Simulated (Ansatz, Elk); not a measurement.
# Bonding as seen by X-rays: Ca3VP

The structure of Ca3VP used here is made up (a known structure type with other elements) and was relaxed beforehand with PBEsol. The aim is the Fourier transform of its all-electron density, F(hkl), set beside the sum over free spherical atoms that refinements use.

Program: Elk 11.2.3 (patched build). Level of theory: DFT, PBE, all-electron APW+lo, Dirac cores, scalar-relativistic bands, static density, ferromagnetic start. Results are calculated unless marked as measured.

The structure was built from a prototype and need not be the compound's stable phase.

## Step 1: The structure

Symmetry: Pm-3m, No. 221, cubic system. Conventional cell: a = 5.418 Å, b = 5.418 Å, c = 5.418 Å, α = 90.00°, β = 90.00°, γ = 90.00°. V has 12 Ca at 3.83 Å nearest. Ca has 2 P at 2.71 Å and 8 Ca at 3.83 Å and 4 V at 3.83 Å nearest. P has 6 Ca at 2.71 Å nearest. Farther neighbours are not listed.

## Step 2: Ground state and structure factors

An all-electron density is needed, since X-rays see the cores too. Task 0 finds the density and task 195 Fourier-transforms it; tshift is off so that phases refer to the origin typed.

Input file elk.in:

```
tasks
  0
  195
  196

xctype
  20

spinpol
  .true.

rgkmax
  7.0

gmaxvr
  14.0

lmaxo
  7

lmaxapw
  8

swidth
  0.002

tshift
  .false.

ramdisk
  .false.

hmaxvr
  5.5

maxscl
  120

epspot
  1e-06

reducebf
  0.8

sppath
  './'

avec
  10.23858920772 0.00000000000 0.00000000000
  0.00000000000 10.23858920772 0.00000000000
  -0.00000000000 0.00000000000 10.23858920772

atoms
  3
  'V.in'
  1
  0.0000000000 0.0000000000 0.0000000000   0.000000 0.000000 -0.190000
  'Ca.in'
  3
  0.5000000000 0.5000000000 -0.0000000000   0.000000 0.000000 0.000000
  0.5000000000 -0.0000000000 0.5000000000   0.000000 0.000000 0.000000
  -0.0000000000 0.5000000000 0.5000000000   0.000000 0.000000 0.000000
  'P.in'
  1
  0.5000000000 0.5000000000 0.5000000000   0.000000 0.000000 0.000000

ngridk
  4 4 4
```

Command:

```bash
OMP_NUM_THREADS=4 elk
```

Numbers of over 12 decimals in the logs are rounded to 6 here.

Log:

```text
┌─────────────────────────┐
│ Elk code version 11.2.3 │
└─────────────────────────┘

All units are atomic (Hartree, Bohr, etc.)

┌─────────────────────────────────────────────────┐
│ Ground-state run starting from atomic densities │
└─────────────────────────────────────────────────┘

Lattice vectors :
   10.23858921       0.000000000       0.000000000
   0.000000000       10.23858921       0.000000000
  -0.000000000       0.000000000       10.23858921

Reciprocal lattice vectors :
  0.6136768631      -0.000000000       0.000000000
   0.000000000      0.6136768631      -0.000000000
   0.000000000       0.000000000      0.6136768631

Unit cell volume      :    1073.298088
Brillouin zone volume :   0.2311102723

Muffin-tin inner radius fraction :   0.1000000000E-01

Nuclei treated as point charges

Species : 1 (V)
 parameters loaded from : V.in
 name : vanadium
 nuclear charge    :   -23.00000000
 electronic charge :    23.00000000
 atomic mass :    92860.67382
 muffin-tin radius :    2.400000000
 number of radial points in muffin-tin :    993
 inner part over the whole radius :   0.9920165687E-02
 number on inner part of muffin-tin    :    699
 approximate nuclear radius :   0.6897515165E-04
 number of mesh points to nuclear radius :    327
 atomic positions (lattice), magnetic fields (Cartesian) :
  1 :   0.00000000  0.00000000  0.00000000    0.00000000  0.00000000 -0.19000000

Species : 2 (Ca)
 parameters loaded from : Ca.in
 name : calcium
 nuclear charge    :   -20.00000000
 electronic charge :    20.00000000
 atomic mass :    73057.72475
 muffin-tin radius :    2.400000000
 number of radial points in muffin-tin :    993
 inner part over the whole radius :   0.9970789793E-02
 number on inner part of muffin-tin    :    698
 approximate nuclear radius :   0.6614485811E-04
 number of mesh points to nuclear radius :    321
 atomic positions (lattice), magnetic fields (Cartesian) :
  1 :   0.50000000  0.50000000  0.00000000    0.00000000  0.00000000  0.00000000
  2 :   0.50000000  0.00000000  0.50000000    0.00000000  0.00000000  0.00000000
  3 :   0.00000000  0.50000000  0.50000000    0.00000000  0.00000000  0.00000000

Species : 3 (P)
 parameters loaded from : P.in
 name : phosphorus
 nuclear charge    :   -15.00000000
 electronic charge :    15.00000000
 atomic mass :    56461.71230
 muffin-tin radius :    2.200000000
 number of radial points in muffin-tin :    793
 inner part over the whole radius :   0.9987340520E-02
 number on inner part of muffin-tin    :    554
 approximate nuclear radius :   0.6081821256E-04
 number of mesh points to nuclear radius :    248
 atomic positions (lattice), magnetic fields (Cartesian) :
  1 :   0.50000000  0.50000000  0.50000000    0.00000000  0.00000000  0.00000000

Total number of atoms per unit cell :    5
Total muffin-tin volume :    276.2255813
 ratio of muffin-tin to unit cell volume :   0.2573614770

Spin treatment :
 spin-polarised
 global magnetic field (Cartesian) :    0.000000000       0.000000000       0.000000000
 collinear magnetisation in z-direction

Number of Bravais lattice symmetries :   48
Number of crystal symmetries         :   48
Crystal has inversion symmetry
Real symmetric eigensolver will be used

k-point grid :      4     4     4
k-point offset :    0.000000000       0.000000000       0.000000000
k-point set is reduced with full crystal symmetry group
Total number of k-points :       10

Muffin-tin radius times maximum |G+k| :    7.000000000
 using average radius
Maximum |G+k| for APW functions       :    2.966101695
Maximum (1/2)|G+k|²                   :    4.398879632
Maximum |G| for potential and density :    14.00000000
Constant for pseudocharge density :    8
 order of it for each species :   15  15  15
 order of it for pair densities of each species (exact exchange by exxq0 0: 16) :   10  10   8
Radial integration step length :    1

G-vector grid sizes :     48    48    48
Number of G-vectors :    49557

Maximum angular momentum used for
[...]
Absolute change in total energy (target)   :   0.9802419786     (  0.1000000000E-03)

[... loops 3 to 21 left out ...]

┌──────────────────┐
│ Loop number : 22 │
└──────────────────┘

Energies :
 Fermi                       :     0.132531
 sum of occupied eigenvalues :     -1939.0399446813
 electron kinetic            :      3359.7312576775
 core electron kinetic       :      3133.2437707154
 Coulomb                     :     -6515.0790566089
 Coulomb potential           :     -5069.2981362343
 nuclear-nuclear             :     -452.98742622642
 electron-nuclear            :     -7064.6975401989
 Hartree                     :      1002.6059098165
 Madelung                    :     -3980.4299884917
 xc potential                :     -229.25587403647
 xc effective B-field        :    -0.217174
 external B-field            :      0.000000
 exchange                    :     -173.23444603996
 correlation                 :     -4.008130
 electron entropic           :    -0.11905679703475E-02
 total energy                :     -3332.5915654100
 (external B-field energy excluded from total)

Density of states at Fermi energy :    92.94175719
 (states/Hartree/unit cell)

Estimated indirect band gap :   0.9037033017E-03
 from k-point 10 to k-point 7
Estimated direct band gap   :   0.9123396239E-02
 at k-point 8

Charges :
 core                        :    50.00000000
 valence                     :    48.00000000
 interstitial                :    8.594164674
 muffin-tins (core leakage)
  species : 1 (V)
[...]
species : 2 (Ca)
[...]
species : 3 (P)
[...]
total in muffin-tins        :    89.40583533
 total calculated charge     :    97.99943486
 total charge                :    98.00000000
 error                       :   0.5651429447E-03

Moments :
 interstitial                :    2.058912396
 muffin-tins
  species : 1 (V)
[...]
species : 2 (Ca)
[...]
species : 3 (P)
[...]
total in muffin-tins        :    3.428882759
 total moment                :    5.487795155

RMS change in Kohn-Sham potential (target) :   0.6070052955E-06 (  0.1000000000E-05)
Absolute change in total energy (target)   :   0.1021358457E-05 (  0.1000000000E-03)

Convergence targets achieved

┌──────────────────┐
│ Loop number : 23 │
└──────────────────┘

Energies :
 Fermi                       :     0.132532
 sum of occupied eigenvalues :     -1939.0399727661
 electron kinetic            :      3359.7312498893
 core electron kinetic       :      3133.2437727722
 Coulomb                     :     -6515.0790467205
 Coulomb potential           :     -5069.2981812831
 nuclear-nuclear             :     -452.98742622642
 electron-nuclear            :     -7064.6974744964
 Hartree                     :      1002.6058540023
 Madelung                    :     -3980.4299560790
 xc potential                :     -229.25585743926
 xc effective B-field        :    -0.217173
 external B-field            :      0.000000
 exchange                    :     -173.23444217769
 correlation                 :     -4.008130
 electron entropic           :    -0.11905797712732E-02
 total energy                :     -3332.5915595244
 (external B-field energy excluded from total)

Density of states at Fermi energy :    92.94282471
 (states/Hartree/unit cell)

Estimated indirect band gap :   0.9034752103E-03
 from k-point 10 to k-point 7
Estimated direct band gap   :   0.9123184194E-02
 at k-point 8

Charges :
 core                        :    50.00000000
 valence                     :    48.00000000
 interstitial                :    8.594170837
 muffin-tins (core leakage)
  species : 1 (V)
[...]
species : 2 (Ca)
[...]
atom 2                    :    18.21156903     ( -0.1986080385E-06)
   atom 3                    :    18.21156903     ( -0.1986080385E-06)
  species : 3 (P)
   atom 1                    :    13.46810365     (  0.3199164792E-03)
 total in muffin-tins        :    89.40582916
 total calculated charge     :    97.99943486
 total charge                :    98.00000000
 error                       :   0.5651428825E-03

Moments :
 interstitial                :    2.058917101
 muffin-tins
  species : 1 (V)
[...]
species : 2 (Ca)
[...]
atom 2                    :   0.8399308677E-01
   atom 3                    :   0.8399308677E-01
  species : 3 (P)
   atom 1                    :   0.5977958592E-01
 total in muffin-tins        :    3.428874011
 total moment                :    5.487791112

┌──────────────────────────────┐
│ Self-consistent loop stopped │
└──────────────────────────────┘

Warning : core states of species 3 leak from the muffin-tin :   0.3199164792E-03

Wrote STATE.OUT
```

The job ended after 2 min (4 threads of Arm Neoverse V2, shared host; peak memory 0.45 GiB).

SFACRHO.OUT:

```text

h k l indices transformed by vhmat matrix:
   1.000000000       0.000000000       0.000000000    
   0.000000000       1.000000000       0.000000000    
   0.000000000       0.000000000       1.000000000    

      h      k      l  multipl.   |H|            Re(F)            Im(F)           |F|

      0      0      0      1   0.0000000       98.000000      0.12259488E-15   98.000000    
      0      0      1      6  0.61367686      -10.529237      0.25062704E-13   10.529237    
      0     -1      1     12  0.86787014       15.678068      0.82878758E-15   15.678068    
     -1     -1     -1      8   1.0629195       53.383238      0.30610666E-13   53.383238    
      0      0     -2      6   1.2273537       72.843806      0.44840663E-13   72.843806    
     -1     -2      0     24   1.3722232      -7.5994512     -0.42829822E-13   7.5994512    
     -2      1      1     24   1.5031952       12.184073     -0.30787896E-13   12.184073    
     -2      2      0     12   1.7357403       62.441585     -0.12509588E-14   62.441585    
     -2      1     -2     24   1.8410306      -6.3800730     -0.49887690E-14   6.3800730    
     -3      0      0      6   1.8410306      -6.5275112     -0.71990189E-13   6.5275112    
      0      3     -1     24   1.9406166       10.931935     -0.22700446E-13   10.931935    
      3     -1      1     24   2.0353359       40.196150     -0.31056273E-13   40.196150    
      2      2      2      8   2.1258390       55.595523     -0.11306713E-12   55.595523    
      0      3     -2     24   2.2126434      -5.9904858      0.55430140E-13   5.9904858    
     -3      1      2     48   2.2961686       10.161790      0.41244999E-13   10.161790    
      4      0      0      6   2.4547075       50.663117     -0.64601305E-13   50.663117    
     -1      0      4     24   2.5302545      -5.7814363      0.98395260E-14   5.7814363    
      2     -3     -2     24   2.5302545      -5.6823170     -0.51341957E-13   5.6823170
```

Elk indexes on the primitive cell of elk.in and gives |H| = 4π sin θ/λ in inverse bohr. Below, one row stands for each form hkl of the conventional cell (m members, Friedel mates merged), F is for one primitive cell and the density is static (no thermal factor). Free-atom factors are Waasmaier and Kirfel's, and R is Σm||F|−|F'||/Σm|F|.

```csv
hkl,m,sin θ/λ (Å⁻¹),"abs F, DFT",neutral atoms,diff.
100,6,0.092,10.529,10.210,+0.319
110,12,0.131,15.678,15.235,+0.443
111,8,0.160,53.383,53.277,+0.106
200,6,0.185,72.844,72.391,+0.453
210,24,0.206,7.599,7.509,+0.091
211,24,0.226,12.184,12.369,-0.184
220,12,0.261,62.442,62.319,+0.123
221,24,0.277,6.380,6.512,-0.132
300,6,0.277,6.527,6.512,+0.015
310,24,0.292,10.932,11.052,-0.120
311,24,0.306,40.196,40.023,+0.173
222,8,0.320,55.596,55.593,+0.003
320,24,0.333,5.990,6.023,-0.033
321,48,0.345,10.162,10.214,-0.052
400,6,0.369,50.663,50.701,-0.038
410,24,0.381,5.781,5.748,+0.033
322,24,0.381,5.682,5.748,-0.066
330,12,0.392,9.585,9.553,+0.031
411,24,0.392,9.476,9.553,-0.077
331,24,0.402,32.821,32.784,+0.036
420,24,0.413,46.971,47.002,-0.031
421,48,0.423,5.527,5.569,-0.042
```

## Step 3: The magnetisation density

The same run holds the spin density, and task 196 transforms it. The order is that of the start, and no other was tried.

SFACMAG_1.OUT:

```text

h k l indices transformed by vhmat matrix:
   1.000000000       0.000000000       0.000000000    
   0.000000000       1.000000000       0.000000000    
   0.000000000       0.000000000       1.000000000    

      h      k      l  multipl.   |H|            Re(F)            Im(F)           |F|

      0      0      0      1   0.0000000       5.4877913      0.56413986E-17   5.4877913    
      0      0      1      6  0.61367686       3.2434830     -0.15056354E-16   3.2434830    
      0     -1      1     12  0.86787014       2.4623846      0.39479704E-17   2.4623846    
     -1     -1     -1      8   1.0629195       2.0714521      0.26132485E-16   2.0714521    
      0      0     -2      6   1.2273537       1.9206462      0.10997462E-15   1.9206462    
     -1     -2      0     24   1.3722232       1.5256313     -0.48775938E-16   1.5256313    
     -2      1      1     24   1.5031952       1.4133319     -0.33512322E-16   1.4133319    
     -2      2      0     12   1.7357403       1.1984105     -0.55422546E-17   1.1984105    
     -2      1     -2     24   1.8410306       1.0483985      0.29449199E-16   1.0483985    
     -3      0      0      6   1.8410306      0.96576548     -0.56954525E-16  0.96576548    
      0      3     -1     24   1.9406166      0.89707572     -0.15845262E-16  0.89707572    
      3     -1      1     24   2.0353359      0.88925416     -0.45985075E-16  0.88925416    
      2      2      2      8   2.1258390      0.83995260     -0.76556639E-16  0.83995260    
      0      3     -2     24   2.2126434      0.70454063      0.41190641E-16  0.70454063    
     -3      1      2     48   2.2961686      0.65674584      0.22414914E-16  0.65674584    
      4      0      0      6   2.4547075      0.52827129     -0.42042501E-16  0.52827129
```

The total moment is 5.49 μB a cell; sphere moments: V1 +3.12, Ca2 +0.08, Ca3 +0.08, Ca4 +0.08, P5 +0.06 μB. Polarised neutrons measure spin and orbital magnetisation together; without spin-orbit coupling the run gives the spin part:

```csv
hkl,sin θ/λ (Å⁻¹),abs F_M (μB)
100,0.092,3.244
110,0.131,2.462
111,0.160,2.071
200,0.185,1.921
210,0.206,1.526
211,0.226,1.413
220,0.261,1.198
221,0.277,1.048
300,0.277,0.966
310,0.292,0.897
311,0.306,0.889
222,0.320,0.840
320,0.333,0.705
321,0.345,0.657
```

[end of part 1 of 2]

[Logs are printed without paths, hosts, clocks, repeated set-up lines and the standing remarks that a program may print on its own settings, such as how far it seeks lower states.]

[Hosts, paths, dates, database ids (printed as entryN), source tags and the programs' standing remarks are cut or masked in the printed files.]
